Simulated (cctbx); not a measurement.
# What resolution and counting buy: SrV2S4

Space group Pnma (no. 62), a = 10.8950 Å, b = 3.6850 Å, c = 13.1720 Å, α = 90.00°, β = 90.00°, γ = 90.00°.

| atom | mult. | x | y | z | Ueq (Å²) |
| --- | --- | --- | --- | --- | --- |
| Sr1 | 4 | 0.2563 | 3/4 | 0.1516 | 0.0065 |
| V1 | 4 | 0.4247 | 3/4 | 0.8949 | 0.0096 |
| V2 | 4 | 0.4309 | 3/4 | 0.3921 | 0.0093 |
| S1 | 4 | 0.4283 | 3/4 | 0.5813 | 0.0117 |
| S2 | 4 | 0.0363 | 3/4 | 0.2780 | 0.0117 |
| S3 | 4 | 0.1120 | 3/4 | 0.5109 | 0.0105 |
| S4 | 4 | 0.2087 | 3/4 | 0.8496 | 0.0107 |

The model is made up (kin elements in a known structure type, no relaxation), so it says nothing on whether the phase exists.

Five simulated data sets (cctbx; Ag Kα, λ = 0.56087 Å; 3 % proportional error) differ in resolution or exposure (noise floor 2 counts in the first three, 8 in the last two). Each is refined with the right model, isotropic at 1.1 Å and anisotropic otherwise. How do the figures of merit and the uncertainties move?

| d min (Å) | top counts | ⟨I/σ⟩ (unmerged, absences included) | unique | param. (scale apart) | Rint | R1 | GooF | largest s.u. xyz (fractional) | s.u. U of S1 (Å²) | largest error (Å) |
| --- | --- | --- | --- | --- | --- | --- | --- | --- | --- | --- |
| 1.1 | 70000 | 18.8 | 242 | 21 | 0.023 | 0.0100 | 0.90 | 0.00009 | 0.0003 | 0.0011 |
| 0.84 | 70000 | 17.8 | 532 | 42 | 0.024 | 0.0115 | 0.96 | 0.00006 | 0.0003 | 0.0012 |
| 0.6 | 70000 | 14.7 | 1391 | 42 | 0.027 | 0.0128 | 0.96 | 0.00003 | 0.0001 | 0.0004 |
| 0.75 | 300 | 0.6 | 735 | 42 | 0.564 | 0.1651 | 1.00 | 0.00256 | 0.0131 | 0.0589 |
| 0.75 | 3000 | 3.6 | 735 | 42 | 0.118 | 0.0499 | 1.00 | 0.00032 | 0.0015 | 0.0074 |

The number of reflections grows roughly as 1/d³: 242, 532 and 1391 here. R1 follows the noise rather than the truth: at 300 counts it is 0.1651, at 3000 counts 0.0499, while GooF is 1.00 and 1.00: the weights 1/σ² carry the noise. The s.u. of U (U11 where anisotropic) for S1 goes 0.0003, 0.0003, 0.0001 Å² with resolution and 0.0131, 0.0015 Å² with exposure.

Hardware for the 0.6 Å refinement: 0.54 s on 1 thread of Arm Neoverse V2, on a shared host, peak memory 0.09 GiB.
